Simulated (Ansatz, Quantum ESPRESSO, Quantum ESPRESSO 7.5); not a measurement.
**From contact to tunnelling: vacuum gaps between two Pb(100) faces**

How fast does transmission decay with width? The series: vacuum gaps between two Pb(100) faces.

Program: Quantum ESPRESSO 7.5. Level of theory: plane-wave DFT, LDA, GBRV ultrasoft pseudopotentials (cross-check by Ansatz 0.2.0 with PAW datasets). Results are calculated unless marked as measured.

### Step 1. Starting point

The cell holds 12 atoms: 12 Pb. Cell: a = 3.557 Å, b = 3.557 Å, c = 31.165 Å, α = 90.0°, β = 90.0°, γ = 90.0°. It derives from Pb. Regions: left lead, 6 atoms (6 Pb); right lead, 6 atoms (6 Pb). The structure is stacked along c, and the current runs across the ab planes.

Structure file:

```cif
data_structure
_symmetry_space_group_name_H-M 'P 1'
_symmetry_Int_Tables_number 1
_cell_length_a 3.5567
_cell_length_b 3.5567
_cell_length_c 31.1650
_cell_angle_alpha 90.000
_cell_angle_beta 90.000
_cell_angle_gamma 90.000
_cell_volume 394.25
loop_
_atom_site_label
_atom_site_type_symbol
_atom_site_fract_x
_atom_site_fract_y
_atom_site_fract_z
_atom_site_occupancy
Pb1 Pb 0.00000 0.00000 0.00000 1
Pb2 Pb 0.50000 0.50000 0.08070 1
Pb3 Pb 0.00000 0.00000 0.16140 1
Pb4 Pb 0.50000 0.50000 0.24210 1
Pb5 Pb 0.00000 0.00000 0.32280 1
Pb6 Pb 0.50000 0.50000 0.40350 1
Pb7 Pb 0.00000 0.00000 0.51580 1
Pb8 Pb 0.50000 0.50000 0.59650 1
Pb9 Pb 0.00000 0.00000 0.67720 1
Pb10 Pb 0.50000 0.50000 0.75790 1
Pb11 Pb 0.00000 0.00000 0.83860 1
Pb12 Pb 0.50000 0.50000 0.91930 1
```

### Step 2. Self-consistent run, 3.5 Å

One periodic cell holds a stretch of lead, the junction and more lead; the atoms stay as built.

The input, j0.scf.in:

```
&control
  prefix = 'j0.scf'
  outdir = './out'
  pseudo_dir = './pseudo'
  calculation = 'scf'
  tprnfor = .true.
/
&system
  ibrav = 0
  nat = 12
  ntyp = 1
  ecutwfc = 40
  ecutrho = 200
  occupations = 'smearing'
  smearing = 'mv'
  degauss = 0.01
/
&electrons
  conv_thr = 1e-07
  mixing_beta = 0.25
  electron_maxstep = 120
  mixing_mode = 'local-TF'
/
ATOMIC_SPECIES
  Pb  207.2000  pb_lda_v1.uspp.F.UPF
CELL_PARAMETERS angstrom
  3.55674710936833 0.00000000000000 0.00000000000000
  0.00000000000000 3.55674710936833 0.00000000000000
  0.00000000000000 0.00000000000000 31.16500000000000
ATOMIC_POSITIONS crystal
  Pb  0.000000000000 0.000000000000 0.000000000000
  Pb  0.500000000000 0.500000000000 0.080699502647
  Pb  0.000000000000 0.000000000000 0.161399005294
  Pb  0.500000000000 0.500000000000 0.242098507942
  Pb  0.000000000000 0.000000000000 0.322798010589
  Pb  0.500000000000 0.500000000000 0.403497513236
  Pb  0.000000000000 0.000000000000 0.515802984117
  Pb  0.500000000000 0.500000000000 0.596502486764
  Pb  0.000000000000 0.000000000000 0.677201989411
  Pb  0.500000000000 0.500000000000 0.757901492058
  Pb  0.000000000000 0.000000000000 0.838600994706
  Pb  0.500000000000 0.500000000000 0.919300497353
K_POINTS automatic
  7 7 1 0 0 0
```

Command:

```
$ OMP_NUM_THREADS=1 mpirun -n 4 pw.x -nk 2 -in j0.scf.in > j0.scf.out
```

The log of the run:

```text
Program PWSCF v.7.5 starts
[citation notice left out]

     Parallel version (MPI & OpenMP), running on       4 processor cores
     Number of MPI processes:                 4
     Threads/MPI process:                     1

     MPI processes distributed on     1 nodes
[...]
Current dimensions of program PWSCF are:
     Max number of different atomic species (ntypx) = 10
     Max number of k-points (npk) =  40000
     Max angular momentum in pseudopotentials (lmaxx) =  4
     Message from routine setup:
     using ibrav=0 with symmetry is DISCOURAGED, use correct ibrav instead

     K-points division:     npool     =       2
     R & G space division:  proc/nbgrp/npool/nimage =       2
     Subspace diagonalization in iterative solution of the eigenvalue problem:
     a serial algorithm will be used

     Parallelization info
     --------------------
     sticks:   dense  smooth     PW     G-vecs:    dense   smooth      PW
     Min         358     288     88                63522    45458    7428
     Max         359     289     89                63547    45483    7445
     Sum         717     577    177               127069    90941   14873

     Using Slab Decomposition

     bravais-lattice index     =            0
     lattice parameter (alat)  =       6.7213  a.u.
     unit-cell volume          =    2660.5395 (a.u.)^3
     number of atoms/cell      =           12
     number of atomic types    =            1
     number of electrons       =       168.00
     number of Kohn-Sham states=          101
     kinetic-energy cutoff     =      40.0000  Ry
     charge density cutoff     =     200.0000  Ry
     scf convergence threshold =      1.0E-07
     mixing beta               =       0.2500
     number of iterations used =            8  local-TF  mixing
     Exchange-correlation= SLA  PZ   NOGX NOGC
                           (   1   1   0   0   0   0   0)

     celldm(1)=   6.721278  celldm(2)=   0.000000  celldm(3)=   0.000000
     celldm(4)=   0.000000  celldm(5)=   0.000000  celldm(6)=   0.000000

     crystal axes: (cart. coord. in units of alat)
               a(1) = (   1.000000   0.000000   0.000000 )
               a(2) = (   0.000000   1.000000   0.000000 )
               a(3) = (   0.000000   0.000000   8.762220 )

     reciprocal axes: (cart. coord. in units 2 pi/alat)
               b(1) = (  1.000000  0.000000  0.000000 )
               b(2) = (  0.000000  1.000000  0.000000 )
               b(3) = (  0.000000  0.000000  0.114126 )

     PseudoPot. # 1 for Pb read from file:
     ./pseudo/pb_lda_v1.uspp.F.UPF
     Pseudo is Ultrasoft + core correction, Zval = 14.0
     Generated by new atomic code, or converted to UPF format
     Using radial grid of  899 points,  6 beta functions with:
                l(1) =   0
                l(2) =   0
                l(3) =   1
                l(4) =   1
                l(5) =   2
                l(6) =   2
     Q(r) pseudized with  6 coefficients,  rinner =    1.000   1.000   1.000
                                                       1.000   1.000

     atomic species   valence    mass     pseudopotential
     Pb               14.00   207.20000     Pb( 1.00)

      8 Sym. Ops. (no inversion) found

   Cartesian axes

     site n.     atom                  positions (alat units)
         1        Pb     tau(   1) = (   0.0000000   0.0000000   0.0000000  )
         2        Pb     tau(   2) = (   0.5000000   0.5000000   0.7071068  )
         3        Pb     tau(   3) = (   0.0000000   0.0000000   1.4142136  )
         4        Pb     tau(   4) = (   0.5000000   0.5000000   2.1213203  )
         5        Pb     tau(   5) = (   0.0000000   0.0000000   2.8284271  )
         6        Pb     tau(   6) = (   0.5000000   0.5000000   3.5355339  )
         7        Pb     tau(   7) = (   0.0000000   0.0000000   4.5195791  )
         8        Pb     tau(   8) = (   0.5000000   0.5000000   5.2266859  )
         9        Pb     tau(   9) = (   0.0000000   0.0000000   5.9337927  )
        10        Pb     tau(  10) = (   0.5000000   0.5000000   6.6408995  )
        11        Pb     tau(  11) = (   0.0000000   0.0000000   7.3480063  )
        12        Pb     tau(  12) = (   0.5000000   0.5000000   8.0551130  )

     number of k points=    10  Marzari-Vanderbilt smearing, width (Ry)=  0.0100
                       cart. coord. in units 2pi/alat
        k(    1) = (   0.0000000   0.0000000   0.0000000), wk =   0.0408163
        k(    2) = (   0.0000000   0.1428571   0.0000000), wk =   0.1632653
        k(    3) = (   0.0000000   0.2857143   0.0000000), wk =   0.1632653
        k(    4) = (   0.0000000   0.4285714   0.0000000), wk =   0.1632653
        k(    5) = (   0.1428571   0.1428571   0.0000000), wk =   0.1632653
        k(    6) = (   0.1428571   0.2857143   0.0000000), wk =   0.3265306
        k(    7) = (   0.1428571   0.4285714   0.0000000), wk =   0.3265306
        k(    8) = (   0.2857143   0.2857143   0.0000000), wk =   0.1632653
        k(    9) = (   0.2857143   0.4285714   0.0000000), wk =   0.3265306
        k(   10) = (   0.4285714   0.4285714   0.0000000), wk =   0.1632653

     Dense  grid:   127069 G-vectors     FFT dimensions: (  32,  32, 270)

     Smooth grid:    90941 G-vectors     FFT dimensions: (  27,  27, 240)

     Estimated max dynamical RAM per process >     215.39 MB

     Estimated total dynamical RAM >     830.51 MB

     Check: negative core charge=   -0.000009

     Initial potential from superposition of free atoms

     starting charge     167.9785, renormalised to     168.0000

     negative rho (up, down):  1.828E-01 0.000E+00
     Starting wfcs are  108 randomized atomic wfcs

     total cpu time spent up to now is        2.9 secs

     per-process dynamical memory:   103.9 Mb

     Self-consistent Calculation

     iteration #  1     ecut=    40.00 Ry     beta= 0.25
     Davidson diagonalization with overlap
     ethr =  1.00E-02,  avg # of iterations =  2.0

     Threshold (ethr) on eigenvalues was too large:
     Diagonalizing with lowered threshold

     Davidson diagonalization with overlap
     ethr =  6.04E-05,  avg # of iterations =  4.3

     negative rho (up, down):  1.822E-01 0.000E+00

     total cpu time spent up to now is       18.3 secs

     total energy              =   -1968.29818992 Ry
     estimated scf accuracy    <       0.10713606 Ry

     iteration #  2     ecut=    40.00 Ry     beta= 0.25
[...]
negative rho (up, down):  1.805E-01 0.000E+00

[...]
total energy              =   -1968.28473364 Ry
[...]
-7.2474  -7.2404  -7.2299  -7.2130  -7.2128  -7.2032  -7.1915  -7.1864
    -7.1856  -7.1856  -7.1825  -7.1825  -7.1713  -7.1637  -7.1482  -7.1482
    -7.1376  -7.1271  -7.1271  -7.1179  -7.1080  -7.1080  -7.1038  -7.0864
    -7.0800  -7.0794  -7.0736  -7.0736  -7.0636  -7.0501  -7.0482  -7.0424
    -7.0424  -7.0424  -7.0332  -7.0214  -7.0105  -7.0045  -7.0045  -7.0008
    -6.9912  -6.9821  -6.9821  -6.9752  -6.9570  -6.9570  -6.9561  -6.9388
    -6.9291  -6.9291  -6.8993  -6.8993  -1.6921  -1.5868  -1.4160  -1.1069
    -0.8383  -0.3303   0.0047   0.7068   1.0741   1.8661   2.2137   2.7424
     6.7114   7.4950   7.6437   9.2881   9.4544  11.3330  11.5287  11.7535
    11.7535  11.8897  11.8897  12.0925  12.0925  12.4746  12.4746  12.7798
    12.7798  13.3185  13.3911  13.3911  13.5923  13.7490  13.7490  14.5513
    14.5513  14.9197  14.9197  15.0152  15.1520

          k = 0.0000 0.1429 0.0000 ( 11371 PWs)   bands (ev):

    -7.3097  -7.3088  -7.2779  -7.2744  -7.2609  -7.2462  -7.2332  -7.2247
    -7.2242  -7.2198  -7.2099  -7.1960  -7.1937  -7.1910  -7.1889  -7.1826
    -7.1761  -7.1746  -7.1735  -7.1706  -7.1552  -7.1504  -7.1482  -7.1449
    -7.1370  -7.1327  -7.1307  -7.1243  -7.1237  -7.1179  -7.1021  -7.0851
    -7.0838  -7.0822  -7.0781  -7.0747  -7.0623  -7.0618  -7.0555  -7.0474
    -7.0436  -7.0420  -7.0337  -7.0274  -7.0251  -7.0210  -7.0125  -7.0039
    -7.0033  -6.9947  -6.9887  -6.9827  -6.9712  -6.9679  -6.9569  -6.9556
    -6.9392  -6.9297  -6.9213  -6.9063  -1.4447  -1.3396  -1.1701  -0.8630
    -0.5985  -0.0983   0.2275   0.9072   1.2574   1.9962   2.3137   2.7763
     7.0141   7.6157   7.6993   8.8665   8.9110   9.9909  10.1809  10.2057
    10.4204  10.7317  11.3964  11.5536  11.5765  12.0060  12.0423  12.1728
    12.3683  12.7363  13.0304  13.0640  13.0742  13.3447  13.5362  13.6190
    13.9628  14.4375  14.7342  14.8740  15.0856

          k = 0.0000 0.2857 0.0000 ( 11370 PWs)   bands (ev):

    -7.2623  -7.2614  -7.2369  -7.2351  -7.2187  -7.2143  -7.2087  -7.2011
    -7.1993  -7.1960  -7.1891  -7.1774  -7.1731  -7.1730  -7.1653  -7.1649
    -7.1645  -7.1603  -7.1594  -7.1593  -7.1586  -7.1421  -7.1403  -7.1313
    -7.1297  -7.1279  -7.1250  -7.1239  -7.1206  -7.1201  -7.1091  -7.1077
    -7.1038  -7.0960  -7.0886  -7.0735  -7.0622  -7.0468  -7.0460  -7.0456
    -7.0420  -7.0405  -7.0392  -7.0228  -7.0227  -7.0218  -7.0164  -7.0070
    -7.0011  -7.0010  -6.9949  -6.9902  -6.9894  -6.9892  -6.9769  -6.9689
    -6.9526  -6.9414  -6.9238  -6.9221  -0.7095  -0.6077  -0.4451  -0.1509
     0.0952   0.5559   0.8426   1.4176   1.6909   2.2057   2.3962   2.6399
     7.1490   7.1516   7.2430   7.3486   7.7957   7.9383   7.9487   8.3467
     8.9405   9.1530   9.6652   9.7063  10.3460  10.6330  11.5667  11.5882
    11.7658  12.8717  12.9821  13.1526  13.2457  13.4683  13.7219  13.7499
    13.8334  14.2192  14.5067  14.5069  14.5459

          k = 0.0000 0.4286 0.0000 ( 11342 PWs)   bands (ev):

    -7.2274  -7.2257  -7.2178  -7.2171  -7.2117  -7.2103  -7.2021  -7.1985
    -7.1910  -7.1906  -7.1809  -7.1800  -7.1787  -7.1787  -7.1758  -7.1757
    -7.1755  -7.1722  -7.1721  -7.1668  -7.1593  -7.1541  -7.1499  -7.1427
    -7.1426  -7.1417  -7.1414  -7.1403  -7.1288  -7.1288  -7.1262  -7.1117
    -7.1047  -7.0970  -7.0898  -7.0751  -7.0589  -7.0489  -7.0401  -7.0338
    -7.0270  -7.0140  -7.0061  -7.0059  -6.9990  -6.9987  -6.9968  -6.9948
    -6.9849  -6.9816  -6.9771  -6.9704  -6.9560  -6.9556  -6.9551  -6.9544
    -6.9357  -6.9357  -6.9294  -6.9291   0.4513   0.5359   0.6713   0.9049
     1.0846   1.3773   1.5252   1.7266   1.7736   1.7861   1.7882   1.8208
     6.0586   6.0662   6.2197   6.2758   6.8296   6.8399   7.1207   7.2063
     7.9700   8.1156   8.4309   9.2171   9.4134  10.5760  10.7423  11.1936
    12.3316  12.3514  12.8143  12.8280  14.1232  14.1645  14.1675  14.1853
    14.2957  14.4767  14.6278  14.6876  14.6974

          k = 0.1429 0.1429 0.0000 ( 11337 PWs)   bands (ev):

    -7.2721  -7.2713  -7.2436  -7.2417  -7.2270  -7.2201  -7.2153  -7.2125
    -7.2118  -7.2066  -7.1976  -7.1861  -7.1857  -7.1820  -7.1816  -7.1749
    -7.1748  -7.1674  -7.1634  -7.1581  -7.1473  -7.1420  -7.1404  -7.1365
    -7.1320  -7.1310  -7.1233  -7.1178  -7.1172  -7.1109  -7.1103  -7.1081
    -7.0950  -7.0922  -7.0795  -7.0785  -7.0766  -7.0645  -7.0644  -7.0592
    -7.0506  -7.0475  -7.0441  -7.0346  -7.0262  -7.0208  -7.0170  -7.0092
    -7.0086  -7.0085  -6.9937  -6.9932  -6.9849  -6.9728  -6.9709  -6.9587
    -6.9508  -6.9508  -6.9302  -6.8996  -1.1978  -1.0934  -0.9256  -0.6214
    -0.3616   0.1295   0.4460   1.1026   1.4361   2.1259   2.4168   2.8269
     7.3103   7.7797   7.8312   8.7869   8.7951   9.8622   9.9207  10.1335
    10.2619  10.4531  10.6164  10.8179  10.9238  11.0024  11.1043  11.2367
    11.5615  11.6952  12.0301  12.2810  12.3654  12.7496  12.8276  13.0677
    13.1748  14.0678  14.1312  14.1370  14.3502

          k = 0.1429 0.2857 0.0000 ( 11355 PWs)   bands (ev):

    -7.2325  -7.2310  -7.2210  -7.2206  -7.2035  -7.1999  -7.1922  -7.1916
    -7.1868  -7.1829  -7.1794  -7.1755  -7.1748  -7.1663  -7.1663  -7.1597
    -7.1557  -7.1523  -7.1520  -7.1510  -7.1504  -7.1411  -7.1398  -7.1271
    -7.1232  -7.1206  -7.1156  -7.1145  -7.1123  -7.1084  -7.1049  -7.0970
    -7.0967  -7.0883  -7.0881  -7.0813  -7.0718  -7.0684  -7.0607  -7.0588
    -7.0501  -7.0445  -7.0418  -7.0355  -7.0301  -7.0251  -7.0177  -7.0174
    -7.0133  -7.0068  -7.0017  -6.9920  -6.9919  -6.9788  -6.9733  -6.9667
    -6.9610  -6.9498  -6.9326  -6.9124  -0.4657  -0.3657  -0.2060   0.0827
     0.3227   0.7710   1.0477   1.6001   1.8602   2.3456   2.5247   2.7536
     7.4287   7.4299   7.5173   7.6135   8.0390   8.1492   8.2093   8.4975
     9.1150   9.2844   9.5644   9.6529  10.4408  10.5960  10.7331  10.8447
    11.2276  11.5157  11.5296  11.6037  11.7597  12.0846  12.6526  12.8515
    12.8950  13.1931  13.4481  13.9383  14.1354

[...]
the Fermi energy is     9.7288 ev

!    total energy              =   -1968.28942965 Ry
     estimated scf accuracy    <       0.00000003 Ry
     smearing contrib. (-TS)   =      -0.00044270 Ry
     internal energy E=F+TS    =   -1968.28898695 Ry

     The total energy is F=E-TS. E is the sum of the following terms:
     one-electron contribution =    -492.48781639 Ry
     hartree contribution      =     366.99691941 Ry
     xc contribution           =    -756.91928436 Ry
     ewald contribution        =   -1085.87880561 Ry

     convergence has been achieved in   9 iterations

     negative rho (up, down):  1.854E-01 0.000E+00

     Forces acting on atoms (cartesian axes, Ry/au):

     atom    1 type  1   force =     0.00000000    0.00000000    0.00255869
     atom    2 type  1   force =     0.00000000    0.00000000   -0.00270262
     atom    3 type  1   force =     0.00000000    0.00000000    0.00090766
     atom    4 type  1   force =     0.00000000    0.00000000   -0.00044301
     atom    5 type  1   force =     0.00000000    0.00000000    0.00545165
     atom    6 type  1   force =     0.00000000    0.00000000    0.00410249
     atom    7 type  1   force =     0.00000000    0.00000000   -0.00407861
     atom    8 type  1   force =     0.00000000    0.00000000   -0.00547958
     atom    9 type  1   force =     0.00000000    0.00000000    0.00045429
     atom   10 type  1   force =     0.00000000    0.00000000   -0.00094261
     atom   11 type  1   force =     0.00000000    0.00000000    0.00270562
     atom   12 type  1   force =     0.00000000    0.00000000   -0.00253397

     Total force =     0.011087     Total SCF correction =     0.000451

[...]
=------------------------------------------------------------------------------=
   JOB DONE.
=------------------------------------------------------------------------------=
```

It took 1.7 min on 4 MPI ranks of Arm Neoverse V1, shared host; peak memory 0.95 GiB.

Numbers from this step:

- free energy: -26779.9420 eV
- Fermi energy: 9.729 eV

The run needed 9 iterations to bring the estimated error under 1e-07 Ry; the largest force on any atom, held or free, is 0.14 eV/Å.

[end of part 1 of 4]

[Logs are printed without paths, hosts, clocks, repeated set-up lines and the standing remarks that a program may print on its own settings, such as how far it seeks lower states.]

[Hosts, paths, dates, database ids (printed as entryN), source tags and the programs' standing remarks are cut or masked in the printed files.]

[Maps of the electrostatic potential energy from Ansatz leave out the sawtooth potential of an applied field or a dipole correction, so their vacuum need not be flat; planar profiles and work functions include it.]
